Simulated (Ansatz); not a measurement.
# How Al(111) screens a field

Wanted: the response of a Al(111) slab to a perpendicular field.

Calculated with Ansatz 0.2.0; plane-wave DFT, LDA, Ansatz PAW.

**1. The structure**

The cell holds 6 atoms: 6 Al. Its edges and angles: a = 2.864 Å, b = 2.864 Å, c = 29.691 Å, α = 90.0°, β = 90.0°, γ = 60.0°. Vacuum lies along c.

Coordinates:

```cif
data_structure
_symmetry_space_group_name_H-M 'P 1'
_symmetry_Int_Tables_number 1
_cell_length_a 2.8638
_cell_length_b 2.8638
_cell_length_c 29.6913
_cell_angle_alpha 90.000
_cell_angle_beta 90.000
_cell_angle_gamma 60.000
_cell_volume 210.88
loop_
_atom_site_label
_atom_site_type_symbol
_atom_site_fract_x
_atom_site_fract_y
_atom_site_fract_z
_atom_site_occupancy
Al1 Al 0.33333 0.33333 0.30312 1
Al2 Al 0.66667 0.66667 0.38187 1
Al3 Al 0.00000 0.00000 0.46062 1
Al4 Al 0.33333 0.33333 0.53938 1
Al5 Al 0.66667 0.66667 0.61813 1
Al6 Al 0.00000 0.00000 0.69688 1
```

**2. Atoms held, field 0**

A sawtooth potential applies the field, turning back in the middle of the vacuum. With the dipole correction the typed value is the field outside the slab. The induced dipole is small, so the SCF threshold is tight.

input.yaml

```yaml
crystal:
  lattice:
    - [2.8637824638, 0.0, 0.0]
    - [1.4318912319, 2.4801083646, 0.0]
    - [0.0, 0.0, 29.6913429511]
  atoms:
    - { symbol: Al, position: [0.3333333333, 0.3333333333, 0.303118657] }
    - { symbol: Al, position: [0.6666666667, 0.6666666667, 0.3818711942] }
    - { symbol: Al, position: [0.0, 0.0, 0.4606237314] }
    - { symbol: Al, position: [0.3333333333, 0.3333333333, 0.5393762686] }
    - { symbol: Al, position: [0.6666666667, 0.6666666667, 0.6181288058] }
    - { symbol: Al, position: [0.0, 0.0, 0.696881343] }
kpoints:
  mp_grid: { grid: [24, 24, 1] }
hamiltonian:
  xc: lda
scf:
  occupations: { method: fermi_dirac, width: 0.1 }
  convergence: { dr2_threshold: 1.0e-10 }
efield:
  axis: 3
  dipole_correction: true
  ramp_position: 0.97
  ramp_width: 0.06
  amplitude: 0
output:
  forces: true
  write_potential: true
  write_density: true
  volumetric_format: npy
```

Command:

```bash
$ ansatz run input.yaml --threads 2 --pin off --max-ram 3072MiB --backend cpu --events-out ev --progress --plain --runs-dir out
```

Output:

```text
Engine: ansatz 0.2.0, aarch64-unknown-linux-gnu
Pseudopotentials: kind: paw
Pseudopotential: Al, paw, valence charge 3, recommended cutoff 420 eV (normal), Al.paw.azcp
Functional definition: SPW92
  exchange = slater_x
  correlation = pw_c
Crystal: 6 atoms, lattice volume = 210.882 Å³
Basis set: ecut = 420 eV, 4155 PW (Γ)
Bands: 15, of which v1, the nominal top of the filled ones, is band 9 counted from 1 (8 counted from 0)
Symmetry: 6 space group operations
k-points: 61 of 576 (time reversal used)
Non-local potential: Al, projectors of the file, l = 0: 2, l = 1: 2, l = 2: 1
PAW form: soft (Blöchl's): semilocal exchange-correlation on the pseudo side does not see the compensation charge
PAW frozen core: Al, regenerated for the run's functional, and the local potential with it (the file was generated under x = pbe(κ = 0.804, μ = 0.219515), c = pbe(β = 0.066725))
PAW one-centre angular grid: Al, 110 points (default); XC on 64 Gauss nodes
Initial density: superposition of atomic densities (neutral atoms: chi_scale 0, normalization atom), corrected by the library's trained network
Initial wavefunctions: pseudopotential atomic-orbital guess
Functional: x = slater, c = lda
SCF iter   1: F=—  HF=-3076.384037 eV  |F-HF|=—  |Δ(HF+E_count)|=         —  Δρ=2.52e-3  dr2=5.00e-2  ethr=1.77e-3  p=-0.000 e·Å  D=-1.42e-14 V/Å  ΔV_dip=0.00 eV  dr2_dipole=8.33e-7  V_vac-E_F(+/−)=4.19/4.19 eV  ⟨swp⟩=8.9  Hψ=7199  notcnv=0
efield: sawtooth ramp at fractional position 0.9700 (set: `efield.ramp_position`, or a place that a band, a saddle search or an elastic batch's reference lends), width 0.0600; the density the first Hamiltonian is built on has a dipole p = -0.000 e·Å; the dipole correction subtracts the counter field D = -1.42e-14 V/Å, which shifts the + side's vacuum level by +0.00 eV against the − side's; the planar-averaged density in the ramp window peaks in size at 7.9e-6 e/Å³
preconditioner: auto → LDOS  [metal: Δε(μ)=0.027 eV  Ē_g=6.673 eV  σ=0.100 eV  W_gap=0.07  n_scr=16 (ndim 8)  ℏωp=10.8 eV  f_vac=0.445  D(μ)=2.76/eV (n_scr^D=14)  β→1.0]
SCF iter   2: F=—  HF=-3076.378052 eV  |F-HF|=—  |Δ(HF+E_count)|=   5.98e-3  Δρ=4.94e-4  dr2=4.78e-4  ethr=2.78e-4  p=0.000 e·Å  D=6.60e-6 V/Å  ΔV_dip=-0.00 eV  dr2_dipole=1.05e-6  V_vac-E_F(+/−)=4.22/4.22 eV  ⟨swp⟩=1.7  Hψ=1571  notcnv=0  defer=18
SCF iter   3: F=—  HF=-3076.378283 eV  |F-HF|=—  |Δ(HF+E_count)|=   2.31e-4  Δρ=1.40e-4  dr2=1.63e-4  ethr=2.66e-6  p=0.000 e·Å  D=6.90e-6 V/Å  ΔV_dip=-0.00 eV  dr2_dipole=1.70e-8  V_vac-E_F(+/−)=4.22/4.22 eV  ⟨swp⟩=3.0  Hψ=1992  notcnv=0  defer=18
SCF iter   4: F=—  HF=-3076.378273 eV  |F-HF|=—  |Δ(HF+E_count)|=   1.00e-5  Δρ=3.62e-5  dr2=5.82e-6  ethr=9.06e-7  p=0.000 e·Å  D=1.13e-6 V/Å  ΔV_dip=-0.00 eV  dr2_dipole=1.99e-9  V_vac-E_F(+/−)=4.22/4.22 eV  ⟨swp⟩=2.5  Hψ=1392  notcnv=0  defer=18
SCF iter   5: F=—  HF=-3076.378272 eV  |F-HF|=—  |Δ(HF+E_count)|=   1.03e-6  Δρ=7.55e-6  dr2=2.37e-7  ethr=3.24e-8  p=0.000 e·Å  D=6.76e-7 V/Å  ΔV_dip=-0.00 eV  dr2_dipole=6.61e-11  V_vac-E_F(+/−)=4.22/4.22 eV  ⟨swp⟩=2.4  Hψ=1508  notcnv=0  defer=18
SCF iter   6: F=—  HF=-3076.378262 eV  |F-HF|=—  |Δ(HF+E_count)|=   9.94e-6  Δρ=1.68e-6  dr2=1.16e-8  ethr=1.32e-9  p=0.000 e·Å  D=3.30e-7 V/Å  ΔV_dip=-0.00 eV  dr2_dipole=2.24e-12  V_vac-E_F(+/−)=4.22/4.22 eV  ⟨swp⟩=2.5  Hψ=1634  notcnv=0  defer=18
SCF iter   7: F=—  HF=-3076.378262 eV  |F-HF|=—  |Δ(HF+E_count)|=   5.34e-9  Δρ=4.26e-7  dr2=5.54e-10  ethr=6.43e-11  p=0.000 e·Å  D=7.09e-8 V/Å  ΔV_dip=-0.00 eV  dr2_dipole=1.15e-13  V_vac-E_F(+/−)=4.22/4.22 eV  ⟨swp⟩=2.4  Hψ=1411  notcnv=0  defer=18
SCF iter   8: F=-3076.378262 eV  HF=-3076.378262 eV  |F-HF|=6.37e-12  |Δ(HF+E_count)|=  3.62e-10  Δρ=5.56e-8  dr2=1.78e-11  ethr=1.00e-12  p=0.000 e·Å  D=3.40e-8 V/Å  ΔV_dip=-0.00 eV  dr2_dipole=2.85e-14  V_vac-E_F(+/−)=4.22/4.22 eV  ⟨swp⟩=12.0  Hψ=6292  notcnv=0
SCF 1 converged in 8 iterations: F = -3076.378262 eV  dr2 = 1.78e-11
  greatest PAW one-centre occupation: 0.475 electrons in one spin orbital (limit 2), on the Al atom at site 5 (counted from 0), in its partial waves of l = 0
WARN: The output density's exchange-correlation potential varies sharply where the density is thin. Do not read a vacuum level from v_tot or v_xc, or from such a field of the output density. On a cell that repeats whose density bears no net charge and no dipole along the vacuum's axis use v_es (v_loc + v_h of the components); under efield.dipole_correction with no amplitude use v_es + v_field, which holds any externa [...]
SCF converged after 8 iterations
Free energy (F): -3076.378262 eV
Harris-Foulkes:  -3076.378262 eV  (|F-HF|=6.37e-12)
Internal energy: -3076.289070 eV  (E = F + TS)
E sigma→0 (E₀):  -3076.333666 eV
Entropy (-TS):   -0.089192 eV (-14.865 meV/atom)
Fermi energy:    1.441159 eV
Dipole field:    D = 0.000000 V/Å  (p = 0.000000 e·Å, saw-weighted, corrected)
Work function:   Φ+ = 4.2165 eV   Φ− = 4.2165 eV
Levels:          The Fermi level and band energies are counted from a zero that moves with the ramp; work functions are not
--- Per-component energies (eV) ---
  E_band       = -49.949781
  E_kinetic    = 132.887212
  E_local      = -5657.782746  (includes V_loc(G=0)·N_el)
  E_nonlocal   = 66.118981
  E_hartree    = 2802.486073
  E_xc         = -233.473295
  E_vxc        = -172.488145  (∫ρ·V_xc dr)
  E_paw        = -2659.200316  (= ΣΔE_a)
  E_vpaw       = -23.657392  (= ΣTr[D̂ρ^β])
  E_aug_tail   = -0.000024  (compensation charges beyond the density's cutoff)
  E_efield     = 0.000000  (sawtooth field / dipole correction)
  E_vefield    = 0.000000  (∫n·V_field dr)
  E_ewald      = 2472.340745
  E_core_change = 0.334299  (= ΣΔE_core)
  E_smearing   = -0.089192  (= −TS)
  E_closure    = 0.000000  (closes the sum)
  Σ components = -3076.378262   (vs F -3076.378262, Δ=0.00e0)
--- Forces (eV/Å), atoms counted from 1 ---
  atom   1  Al     0.00000000     0.00000000     0.10444366
  atom   2  Al    -0.00000000     0.00000000     0.06185258
  atom   3  Al     0.00000000    -0.00000000    -0.04237042
  atom   4  Al    -0.00000000     0.00000000     0.04236999
  atom   5  Al     0.00000000    -0.00000000    -0.06185249
  atom   6  Al    -0.00000000    -0.00000000    -0.10444163
  max |Σ_I F_I| component: 1.68e-6 eV/Å
--- Band table (eV; the first three rows and the last of 61) ---
  k-point 0: bands = [... 5 lower, -3.9949, -2.2253, -0.1871, 1.8806, 3.7642, 5.0235, 5.8085, 5.8904, ... 2 higher]
  k-point 1: bands = [... 5 lower, -3.9540, -2.1863, -0.1481, 1.9191, 3.8027, 5.0637, 5.8487, 5.9316, ... 2 higher]
  k-point 2: bands = [... 5 lower, -3.8315, -2.0696, -0.0314, 2.0340, 3.9170, 5.1834, 5.9686, 6.0546, ... 2 higher]
  k-point 60: bands = [... 5 lower, -1.1585, -0.5972, -0.4269, -0.4269, 0.1276, 0.7902, 0.7902, 2.1829, ... 2 higher]
```

Elapsed: 26 s, on 2 threads of Arm Neoverse N1, shared host; peak memory 0.46 GiB.

In the SCF lines HF is the Harris–Foulkes energy and dr2 the Hartree energy of the density residual, in eV; the loop may stop once dr2 is under the threshold and the program's other checks hold. Hψ counts applications of the Hamiltonian.

Numbers from this step:

| Quantity | Value |
| --- | --- |
| energy at zero smearing | -3076.3337 eV |
| work function, upper face | 4.217 eV |
| dipole along the normal | 2.97e-7 e·Å |

Running mean over 2.338 Å of the planar mean; the ramp of the sawtooth is left out. Electron's electrostatic potential energy less the Fermi level against z:

| z (Å) | electron's electrostatic potential energy less the Fermi level (eV) |
| --- | --- |
| 3.5 | 4.22 |
| 4.0 | 4.22 |
| 4.5 | 4.21 |
| 5.0 | 4.21 |
| 5.5 | 4.19 |
| 6.0 | 4.12 |
| 6.5 | 3.89 |
| 7.0 | 3.11 |
| 7.5 | 1.17 |
| 8.0 | -1.25 |
| 8.5 | -3.39 |
| 9.0 | -4.32 |
| 9.5 | -4.48 |
| 10.0 | -4.50 |
| 10.5 | -4.52 |
| 11.0 | -4.52 |
| 11.5 | -4.52 |
| 12.0 | -4.52 |
| 12.5 | -4.52 |
| 13.0 | -4.52 |
| 13.5 | -4.52 |
| 14.0 | -4.53 |
| 14.5 | -4.53 |
| 15.0 | -4.52 |
| 15.5 | -4.53 |
| 16.0 | -4.53 |
| 16.5 | -4.52 |
| 17.0 | -4.52 |
| 17.5 | -4.52 |
| 18.0 | -4.52 |
| 18.5 | -4.52 |
| 19.0 | -4.52 |
| 19.5 | -4.51 |
| 20.0 | -4.49 |
| 20.5 | -4.43 |
| 21.0 | -3.90 |
| 21.5 | -2.15 |
| 22.0 | 0.247 |
| 22.5 | 2.50 |
| 23.0 | 3.70 |
| 23.5 | 4.07 |
| 24.0 | 4.17 |
| 24.5 | 4.21 |
| 25.0 | 4.21 |
| 25.5 | 4.22 |
| 26.0 | 4.22 |
| 26.5 | 4.22 |

Force by atom:

| atom | x (eV/Å) | y (eV/Å) | z (eV/Å) | size |
| --- | --- | --- | --- | --- |
| Al1 | 0.000 | 0.000 | 0.104 | 0.104 |
| Al2 | 0.000 | 0.000 | 0.062 | 0.062 |
| Al3 | 0.000 | 0.000 | -0.042 | 0.042 |
| Al4 | 0.000 | 0.000 | 0.042 | 0.042 |
| Al5 | 0.000 | 0.000 | -0.062 | 0.062 |
| Al6 | 0.000 | 0.000 | -0.104 | 0.104 |

The work function of the upper face is 4.22 eV.

**3. Single point, field 0.05 V/Å**

input.yaml, as its differences from that of step 2:

```diff
@@ -24,3 +24,3 @@
   ramp_width: 0.06
-  amplitude: 0
+  amplitude: 0.05
 output:
```

Output:

```text
[...]
Crystal: 6 atoms, lattice volume = 210.882 Å³
Basis set: ecut = 420 eV, 4155 PW (Γ)
Bands: 15, of which v1, the nominal top of the filled ones, is band 9 counted from 1 (8 counted from 0)
Symmetry: 6 space group operations
k-points: 61 of 576 (time reversal used)
[...]
k-point 0: bands = [... 5 lower, -3.9951, -2.2254, -0.1873, 1.8803, 3.7628, 5.0110, 5.7512, 5.9383, ... 2 higher]
  k-point 1: bands = [... 5 lower, -3.9542, -2.1865, -0.1483, 1.9188, 3.8012, 5.0512, 5.7916, 5.9791, ... 2 higher]
  k-point 2: bands = [... 5 lower, -3.8317, -2.0698, -0.0315, 2.0338, 3.9156, 5.1711, 5.9122, 6.1011, ... 2 higher]
  k-point 60: bands = [... 5 lower, -1.1586, -0.5973, -0.4270, -0.4270, 0.1275, 0.7897, 0.7905, 2.1819, ... 2 higher]
[key lines of the parts left out:]
SCF converged after 9 iterations
Free energy (F): -3076.379004 eV
Fermi energy:    1.441009 eV
Dipole field:    D = 0.025453 V/Å  (p = 0.029663 e·Å, saw-weighted, corrected)
```

Wall time 28 s (2 threads); peak memory 0.44 GiB.

The dipole is 0.0297 e·Å.

**4. Single point, field -0.05 V/Å**

input.yaml, as its differences from that of step 3:

```diff
@@ -24,3 +24,3 @@
   ramp_width: 0.06
-  amplitude: 0.05
+  amplitude: -0.05
 output:
```

Output:

```text
[...]
Crystal: 6 atoms, lattice volume = 210.882 Å³
Basis set: ecut = 420 eV, 4155 PW (Γ)
Bands: 15, of which v1, the nominal top of the filled ones, is band 9 counted from 1 (8 counted from 0)
Symmetry: 6 space group operations
k-points: 61 of 576 (time reversal used)
[...]
k-point 0: bands = [... 5 lower, -3.9951, -2.2254, -0.1873, 1.8803, 3.7628, 5.0110, 5.7511, 5.9382, ... 2 higher]
  k-point 1: bands = [... 5 lower, -3.9542, -2.1865, -0.1483, 1.9188, 3.8012, 5.0512, 5.7915, 5.9791, ... 2 higher]
  k-point 2: bands = [... 5 lower, -3.8317, -2.0698, -0.0315, 2.0338, 3.9156, 5.1711, 5.9121, 6.1011, ... 2 higher]
  k-point 60: bands = [... 5 lower, -1.1586, -0.5973, -0.4270, -0.4270, 0.1275, 0.7897, 0.7905, 2.1819, ... 2 higher]
[key lines of the parts left out:]
SCF converged after 9 iterations
Free energy (F): -3076.379004 eV
Fermi energy:    1.441009 eV
Dipole field:    D = -0.025453 V/Å  (p = -0.029663 e·Å, saw-weighted, corrected)
```

The job ended after 2.7 min (2 threads; peak memory 0.44 GiB).

The dipole is -0.0297 e·Å.

**5. Atoms held, field 0.1 V/Å**

input.yaml, as its differences from that of step 4:

```diff
@@ -24,3 +24,3 @@
   ramp_width: 0.06
-  amplitude: -0.05
+  amplitude: 0.1
 output:
```

Output:

```text
[...]
Crystal: 6 atoms, lattice volume = 210.882 Å³
Basis set: ecut = 420 eV, 4155 PW (Γ)
Bands: 15, of which v1, the nominal top of the filled ones, is band 9 counted from 1 (8 counted from 0)
Symmetry: 6 space group operations
k-points: 61 of 576 (time reversal used)
[...]
k-point 0: bands = [... 5 lower, -3.9955, -2.2259, -0.1878, 1.8795, 3.7585, 4.9732, 5.6629, 5.9999, ... 2 higher]
  k-point 1: bands = [... 5 lower, -3.9546, -2.1869, -0.1487, 1.9180, 3.7969, 5.0135, 5.7033, 6.0405, ... 2 higher]
  k-point 2: bands = [... 5 lower, -3.8321, -2.0702, -0.0320, 2.0330, 3.9114, 5.1339, 5.8238, 6.1618, ... 2 higher]
  k-point 60: bands = [... 5 lower, -1.1590, -0.5977, -0.4275, -0.4275, 0.1270, 0.7888, 0.7905, 2.1806, ... 2 higher]
[key lines of the parts left out:]
SCF converged after 10 iterations
Free energy (F): -3076.381229 eV
Fermi energy:    1.440588 eV
Dipole field:    D = 0.050907 V/Å  (p = 0.059328 e·Å, saw-weighted, corrected)
```

The job ended after 48 s (2 threads; peak memory 0.44 GiB; 47 s of CPU time).

The dipole is 0.0593 e·Å.

**6. Atoms held, field -0.1 V/Å**

input.yaml, as its differences from that of step 5:

```diff
@@ -24,3 +24,3 @@
   ramp_width: 0.06
-  amplitude: 0.1
+  amplitude: -0.1
 output:
```

Output:

```text
[...]
Crystal: 6 atoms, lattice volume = 210.882 Å³
Basis set: ecut = 420 eV, 4155 PW (Γ)
Bands: 15, of which v1, the nominal top of the filled ones, is band 9 counted from 1 (8 counted from 0)
Symmetry: 6 space group operations
k-points: 61 of 576 (time reversal used)
[...]
k-point 0: bands = [... 5 lower, -3.9955, -2.2259, -0.1878, 1.8795, 3.7585, 4.9731, 5.6627, 5.9998, ... 2 higher]
  k-point 1: bands = [... 5 lower, -3.9546, -2.1869, -0.1488, 1.9180, 3.7969, 5.0134, 5.7031, 6.0405, ... 2 higher]
  k-point 2: bands = [... 5 lower, -3.8321, -2.0702, -0.0320, 2.0330, 3.9114, 5.1338, 5.8236, 6.1617, ... 2 higher]
  k-point 60: bands = [... 5 lower, -1.1590, -0.5977, -0.4275, -0.4275, 0.1270, 0.7888, 0.7905, 2.1806, ... 2 higher]
[key lines of the parts left out:]
SCF converged after 9 iterations
Free energy (F): -3076.381229 eV
Fermi energy:    1.440581 eV
Dipole field:    D = -0.050907 V/Å  (p = -0.059328 e·Å, saw-weighted, corrected)
```

Run time: 24 s. Hardware: 2 threads; peak memory 0.45 GiB.

The dipole is -0.0593 e·Å.

**7. Atoms held, field 0.2 V/Å**

input.yaml, as its differences from that of step 6:

```diff
@@ -24,3 +24,3 @@
   ramp_width: 0.06
-  amplitude: -0.1
+  amplitude: 0.2
 output:
```

Output:

```text
[...]
Crystal: 6 atoms, lattice volume = 210.882 Å³
Basis set: ecut = 420 eV, 4155 PW (Γ)
Bands: 15, of which v1, the nominal top of the filled ones, is band 9 counted from 1 (8 counted from 0)
Symmetry: 6 space group operations
k-points: 61 of 576 (time reversal used)
[...]
k-point 0: bands = [... 5 lower, -3.9972, -2.2275, -0.1896, 1.8763, 3.7400, 4.8177, 5.4888, 6.0842, ... 2 higher]
  k-point 1: bands = [... 5 lower, -3.9563, -2.1886, -0.1506, 1.9148, 3.7785, 4.8585, 5.5288, 6.1243, ... 2 higher]
  k-point 2: bands = [... 5 lower, -3.8337, -2.0719, -0.0339, 2.0298, 3.8934, 4.9804, 5.6483, 6.2440, ... 2 higher]
  k-point 60: bands = [... 5 lower, -1.1608, -0.5994, -0.4292, -0.4292, 0.1253, 0.7863, 0.7897, 2.1773, ... 2 higher]
[key lines of the parts left out:]
SCF converged after 9 iterations
Free energy (F): -3076.390128 eV
Fermi energy:    1.438862 eV
Dipole field:    D = 0.101828 V/Å  (p = 0.118671 e·Å, saw-weighted, corrected)
```

The job ended after 42 s (2 threads; peak memory 0.45 GiB).

The dipole is 0.119 e·Å.

**8. Atoms held, field -0.2 V/Å**

input.yaml, as its differences from that of step 7:

```diff
@@ -24,3 +24,3 @@
   ramp_width: 0.06
-  amplitude: 0.2
+  amplitude: -0.2
 output:
```

Output:

```text
[...]
Crystal: 6 atoms, lattice volume = 210.882 Å³
Basis set: ecut = 420 eV, 4155 PW (Γ)
Bands: 15, of which v1, the nominal top of the filled ones, is band 9 counted from 1 (8 counted from 0)
Symmetry: 6 space group operations
k-points: 61 of 576 (time reversal used)
[...]
k-point 0: bands = [... 5 lower, -3.9972, -2.2275, -0.1896, 1.8763, 3.7400, 4.8176, 5.4887, 6.0841, ... 2 higher]
  k-point 1: bands = [... 5 lower, -3.9563, -2.1886, -0.1506, 1.9148, 3.7785, 4.8584, 5.5288, 6.1243, ... 2 higher]
  k-point 2: bands = [... 5 lower, -3.8337, -2.0719, -0.0339, 2.0298, 3.8934, 4.9804, 5.6482, 6.2440, ... 2 higher]
  k-point 60: bands = [... 5 lower, -1.1608, -0.5994, -0.4292, -0.4292, 0.1253, 0.7863, 0.7897, 2.1773, ... 2 higher]
[key lines of the parts left out:]
SCF converged after 9 iterations
Free energy (F): -3076.390128 eV
Fermi energy:    1.438862 eV
Dipole field:    D = -0.101828 V/Å  (p = -0.118671 e·Å, saw-weighted, corrected)
```

The job ended after 3.2 min (2 threads; peak memory 0.44 GiB; 49 s of CPU time).

The dipole is -0.119 e·Å.

**9. Single point, field 0.4 V/Å**

input.yaml, as its differences from that of step 8:

```diff
@@ -24,3 +24,3 @@
   ramp_width: 0.06
-  amplitude: -0.2
+  amplitude: 0.4
 output:
@@ -30 +30,2 @@
   volumetric_format: npy
+  elf: true
```

Output:

```text
[...]
Crystal: 6 atoms, lattice volume = 210.882 Å³
Basis set: ecut = 420 eV, 4155 PW (Γ)
Bands: 15, of which v1, the nominal top of the filled ones, is band 9 counted from 1 (8 counted from 0)
Symmetry: 6 space group operations
k-points: 61 of 576 (time reversal used)
[...]
k-point 0: bands = [... 5 lower, -4.0039, -2.2344, -0.1972, 1.8629, 3.6418, 4.3420, 5.2710, 6.1645, ... 2 higher]
  k-point 1: bands = [... 5 lower, -3.9630, -2.1954, -0.1582, 1.9014, 3.6811, 4.3828, 5.3107, 6.2037, ... 2 higher]
  k-point 2: bands = [... 5 lower, -3.8405, -2.0787, -0.0414, 2.0165, 3.7983, 4.5050, 5.4288, 6.3199, ... 2 higher]
  k-point 60: bands = [... 5 lower, -1.1678, -0.6064, -0.4362, -0.4362, 0.1184, 0.7777, 0.7845, 2.1671, ... 2 higher]
[key lines of the parts left out:]
SCF converged after 9 iterations
Free energy (F): -3076.425739 eV
Fermi energy:    1.431882 eV
Dipole field:    D = 0.203762 V/Å  (p = 0.237467 e·Å, saw-weighted, corrected)
```

Elapsed: 4.3 min, on 2 threads; peak memory 0.44 GiB; 51 s of CPU time.

Running mean over 2.338 Å of the planar mean, with the applied field; the ramp of the sawtooth is left out. Electron's electrostatic potential energy less the Fermi level against z:

| z (Å) | electron's electrostatic potential energy less the Fermi level (eV) |
| --- | --- |
| 3.5 | 2.72 |
| 4.0 | 2.92 |
| 4.5 | 3.12 |
| 5.0 | 3.31 |
| 5.5 | 3.49 |
| 6.0 | 3.61 |
| 6.5 | 3.54 |
| 7.0 | 2.91 |
| 7.5 | 1.06 |
| 8.0 | -1.29 |
| 8.5 | -3.40 |
| 9.0 | -4.32 |
| 9.5 | -4.48 |
| 10.0 | -4.50 |
| 10.5 | -4.52 |
| 11.0 | -4.52 |
| 11.5 | -4.52 |
| 12.0 | -4.52 |
| 12.5 | -4.52 |
| 13.0 | -4.52 |
| 13.5 | -4.52 |
| 14.0 | -4.53 |
| 14.5 | -4.52 |
| 15.0 | -4.52 |
| 15.5 | -4.53 |
| 16.0 | -4.53 |
| 16.5 | -4.52 |
| 17.0 | -4.52 |
| 17.5 | -4.52 |
| 18.0 | -4.52 |
| 18.5 | -4.52 |
| 19.0 | -4.52 |
| 19.5 | -4.51 |
| 20.0 | -4.49 |
| 20.5 | -4.43 |
| 21.0 | -3.90 |
| 21.5 | -2.12 |
| 22.0 | 0.333 |
| 22.5 | 2.68 |
| 23.0 | 4.01 |
| 23.5 | 4.55 |
| 24.0 | 4.84 |
| 24.5 | 5.07 |
| 25.0 | 5.27 |
| 25.5 | 5.47 |
| 26.0 | 5.67 |
| 26.5 | 5.87 |

The dipole is 0.237 e·Å.

[end of part 1 of 2]

[Long decimals in the printed logs are rounded to 6 places.]

[Logs are printed without paths, hosts, clocks, repeated set-up lines and the standing remarks that a program may print on its own settings, such as how far it seeks lower states.]

[Hosts, paths, dates, database ids (printed as entryN), source tags and the programs' standing remarks are cut or masked in the printed files.]

[Maps of the electrostatic potential energy from Ansatz leave out the sawtooth potential of an applied field or a dipole correction, so their vacuum need not be flat; planar profiles and work functions include it.]
